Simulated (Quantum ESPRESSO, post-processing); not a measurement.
# Nb(110), 5 layers against a metal electrode, stepped through the charge of the slab, part 4 of 4

Aim: how the results for Nb(110), 5 layers against a metal electrode change with the charge of the slab.

Quantum ESPRESSO 7.5; plane-wave DFT, PBE, GBRV ultrasoft pseudopotentials.

So far. Step 6 (SCF with pw.x, -1.5 ×10¹³ e/cm²): Inside the slab this potential holds the local part of the pseudopotentials, which can be repulsive at the nuclei; only its value in the vacuum has a meaning of its own.

## (7) SCF with pw.x, -3 ×10¹³ e/cm²

Contents of m0.esm.in:

```
&control
  prefix = 'm0.esm'
  outdir = './out'
  pseudo_dir = './pseudo'
  calculation = 'scf'
  tprnfor = .true.
/
&system
  ibrav = 0
  nat = 5
  ntyp = 1
  ecutwfc = 40
  ecutrho = 200
  occupations = 'smearing'
  smearing = 'mv'
  degauss = 0.02
  assume_isolated = 'esm'
  esm_bc = 'bc3'
  tot_charge = -0.0231
/
&electrons
  conv_thr = 1e-08
  mixing_beta = 0.25
  electron_maxstep = 160
  mixing_mode = 'local-TF'
  mixing_ndim = 12
  startingpot = 'file'
/
ATOMIC_SPECIES
  Nb  92.9064  nb_pbe_v1.uspp.F.UPF
CELL_PARAMETERS angstrom
  2.33832974876222 -1.65344882200000 0.00000000000000
  2.33832974876222 1.65344882200000 0.00000000000000
  0.00000000000000 0.00000000000000 24.38467192232160
ATOMIC_POSITIONS crystal
  Nb  0.000000000000 0.000000000000 -0.126635231442
  Nb  0.500000000000 0.500000000000 -0.034729174042
  Nb  0.000000000000 0.000000000000 0.061514052958
  Nb  0.500000000000 0.500000000000 0.157757279958
  Nb  0.000000000000 0.000000000000 0.249663337358
K_POINTS automatic
  12 12 1 0 0 0
```

The run is started by

```sh
$ cp -r out/m1.esm.save out/m0.esm.save
$ OMP_NUM_THREADS=1 mpirun -n 4 pw.x -nk 4 -in m0.esm.in > m0.esm.out
```

Log:

```text
[banner, memory and clock lines left out]
Program PWSCF v.7.5 starts
[...]
Message from routine setup:
[...]
number of electrons       =        65.02
     number of Kohn-Sham states=           39
     kinetic-energy cutoff     =      40.0000  Ry
     charge density cutoff     =     200.0000  Ry
[...]
number of k points=    43  Marzari-Vanderbilt smearing, width (Ry)=  0.0200
[...]
Dense  grid:    60663 G-vectors     FFT dimensions: (  25,  25, 216)
[...]
The initial density is read from file :
[...]
negative rho (up, down):  3.045E-03 0.000E+00
     Starting wfcs are   65 randomized atomic wfcs
[...]
negative rho (up, down):  3.787E-03 0.000E+00
[...]
estimated scf accuracy    <       6.46398114 Ry
[...]
negative rho (up, down):  5.070E-03 0.000E+00
[...]
estimated scf accuracy    <       0.75089683 Ry
[...]
negative rho (up, down):  5.693E-03 0.000E+00
[...]
estimated scf accuracy    <       0.01911178 Ry
[...]
negative rho (up, down):  6.690E-03 0.000E+00
[...]
estimated scf accuracy    <       0.04111664 Ry
[...]
negative rho (up, down):  6.388E-03 0.000E+00
[...]
estimated scf accuracy    <       0.01886366 Ry
[...]
negative rho (up, down):  6.270E-03 0.000E+00
[...]
estimated scf accuracy    <       0.00383720 Ry
[...]
negative rho (up, down):  5.849E-03 0.000E+00
[...]
estimated scf accuracy    <       0.00790535 Ry
[...]
negative rho (up, down):  5.125E-03 0.000E+00
[...]
estimated scf accuracy    <       0.00216325 Ry
[...]
negative rho (up, down):  4.637E-03 0.000E+00
[...]
estimated scf accuracy    <       0.00086357 Ry
[...]
negative rho (up, down):  4.698E-03 0.000E+00
[...]
estimated scf accuracy    <       0.00840919 Ry
[...]
negative rho (up, down):  4.521E-03 0.000E+00
[...]
estimated scf accuracy    <       0.00604660 Ry
[...]
negative rho (up, down):  4.167E-03 0.000E+00
[...]
estimated scf accuracy    <       0.00574976 Ry
[...]
negative rho (up, down):  3.615E-03 0.000E+00
[...]
estimated scf accuracy    <       0.00086709 Ry
[...]
negative rho (up, down):  3.327E-03 0.000E+00
[...]
estimated scf accuracy    <       0.00032973 Ry
[...]
negative rho (up, down):  3.354E-03 0.000E+00
[...]
estimated scf accuracy    <       0.00025146 Ry
[...]
negative rho (up, down):  3.061E-03 0.000E+00
[...]
estimated scf accuracy    <       0.00023480 Ry
[...]
negative rho (up, down):  3.008E-03 0.000E+00
[...]
estimated scf accuracy    <       0.00006613 Ry
[...]
negative rho (up, down):  3.013E-03 0.000E+00
[...]
estimated scf accuracy    <       0.00002563 Ry
[...]
negative rho (up, down):  2.967E-03 0.000E+00
[...]
estimated scf accuracy    <       0.00000778 Ry
[...]
negative rho (up, down):  2.980E-03 0.000E+00
[...]
estimated scf accuracy    <       0.00000082 Ry
[...]
negative rho (up, down):  2.961E-03 0.000E+00
[...]
estimated scf accuracy    <       0.00000059 Ry
[...]
negative rho (up, down):  2.931E-03 0.000E+00
[...]
estimated scf accuracy    <       0.00000168 Ry
[...]
negative rho (up, down):  2.922E-03 0.000E+00
[...]
estimated scf accuracy    <       0.00000083 Ry
[...]
negative rho (up, down):  2.915E-03 0.000E+00
[...]
estimated scf accuracy    <       0.00000016 Ry
[...]
negative rho (up, down):  2.915E-03 0.000E+00
[...]
estimated scf accuracy    <       0.00000005 Ry
[...]
negative rho (up, down):  2.914E-03 0.000E+00
[...]
estimated scf accuracy    <       0.00000004 Ry
[...]
negative rho (up, down):  2.915E-03 0.000E+00
[...]
estimated scf accuracy    <       0.00000004 Ry
[...]
negative rho (up, down):  2.921E-03 0.000E+00
[...]
estimated scf accuracy    <       0.00000005 Ry
[...]
negative rho (up, down):  2.920E-03 0.000E+00
[...]
estimated scf accuracy    <       0.00000005 Ry
[...]
negative rho (up, down):  2.920E-03 0.000E+00
[...]
estimated scf accuracy    <       0.00000006 Ry
[...]
negative rho (up, down):  2.921E-03 0.000E+00
[...]
estimated scf accuracy    <       0.00000009 Ry
[...]
negative rho (up, down):  2.922E-03 0.000E+00
[...]
estimated scf accuracy    <       0.00000011 Ry
[...]
negative rho (up, down):  2.922E-03 0.000E+00
[...]
estimated scf accuracy    <       0.00000007 Ry
[...]
negative rho (up, down):  2.917E-03 0.000E+00
[...]
estimated scf accuracy    <       0.00000002 Ry
[...]
negative rho (up, down):  2.918E-03 0.000E+00
[...]
estimated scf accuracy    <       0.00000005 Ry
[...]
negative rho (up, down):  2.917E-03 0.000E+00
[...]
estimated scf accuracy    <       0.00000002 Ry
[...]
negative rho (up, down):  2.917E-03 0.000E+00
[...]
estimated scf accuracy    <       0.00000002 Ry
[...]
negative rho (up, down):  2.916E-03 0.000E+00
[...]
the Fermi energy is    -2.4835 ev
!    total energy              =    -589.52272562 Ry
     estimated scf accuracy    <          1.3E-09 Ry
     smearing contrib. (-TS)   =       0.00217308 Ry
     internal energy E=F+TS    =    -589.52489870 Ry
[...]
one-electron contribution =  -64001.48625532 Ry
     hartree contribution      =   31986.52497332 Ry
     xc contribution           =     -92.03293752 Ry
     ewald contribution        =   31517.46932082 Ry
     convergence has been achieved in  38 iterations
     negative rho (up, down):  2.916E-03 0.000E+00
[...]
Total force =     0.001482     Total SCF correction =     0.000327
[...]
```

Wall time 3.6 min (4 MPI ranks of Arm Neoverse V1, shared host); peak memory 0.64 GiB; 14 min of CPU time.

This step gave:

```
Fermi energy                                                   : -2.483 eV
vacuum line at the lower end of the cell, over the Fermi level : 4.576 eV
slope of the potential above                                   : -0.5379 eV/Å
vacuum line at the upper end of the cell, over the Fermi level : 2.484 eV
```

Inside the slab this potential holds the local part of the pseudopotentials, which can be repulsive at the nuclei; only its value in the vacuum has a meaning of its own.

## (8) The series side by side

The series in one table:

```
the charge of the slab (positive: electrons removed)  electrode's level over the Fermi level (eV)  far face's level over the Fermi level (eV)  field in the gap (eV/Å)
                                      -3 ×10¹³ e/cm²                                        2.484                                       4.576                  -0.5379
                                    -1.5 ×10¹³ e/cm²                                        3.514                                       4.566                  -0.2688
                                       0 ×10¹³ e/cm²                                         4.57                                       4.574                0.0006606
                                       1 ×10¹³ e/cm²                                        5.286                                       4.569                   0.1804
                                       2 ×10¹³ e/cm²                                        6.009                                       4.578                   0.3602
                                       3 ×10¹³ e/cm²                                         6.74                                       4.578                   0.5401
                                     4.5 ×10¹³ e/cm²                                        7.847                                       4.572                   0.8099
                                       6 ×10¹³ e/cm²                                        8.967                                       4.571                     1.08
                                       7 ×10¹³ e/cm²                                        9.719                                       4.565                     1.26
                                       8 ×10¹³ e/cm²                                        10.48                                       4.574                     1.44
```

## (9) By hand

Last interval: C = Δσ/ΔV = 0.00100 e/Å² / 0.758 V × 1602 = 2.11 µF/cm².

## (10) What came out

```json
{
  "mean capacitance at positive charge": "2.16 μF/cm²",
  "effective gap ε₀/C": "4.09 Å",
  "top atoms to electrode": "6.10 Å"
}
```

**Reading.** The series holds 10 members; mean capacitance at positive charge: 2.16 μF/cm²; effective gap ε₀/C: 4.09 Å; top atoms to electrode: 6.10 Å (PBE, GBRV ultrasoft). Interval by interval C lies between 2.11 and 2.32 µF/cm². The far face's level moves by 0.01 eV over the series: the slab screens like a metal, and averaged over the positive charges the image plane lies 2.01 Å above the top atoms. Vacuum fills the gap; ions don't answer the charge; added electrons can spill towards the electrode at the most negative charges.

[Logs are printed without paths, hosts, clocks, repeated set-up lines and the standing remarks that a program may print on its own settings, such as how far it seeks lower states.]

[Hosts, paths, dates, database ids (printed as entryN), source tags and the programs' standing remarks are cut or masked in the printed files.]

[Maps of the electrostatic potential energy from Ansatz leave out the sawtooth potential of an applied field or a dipole correction, so their vacuum need not be flat; planar profiles and work functions include it.]
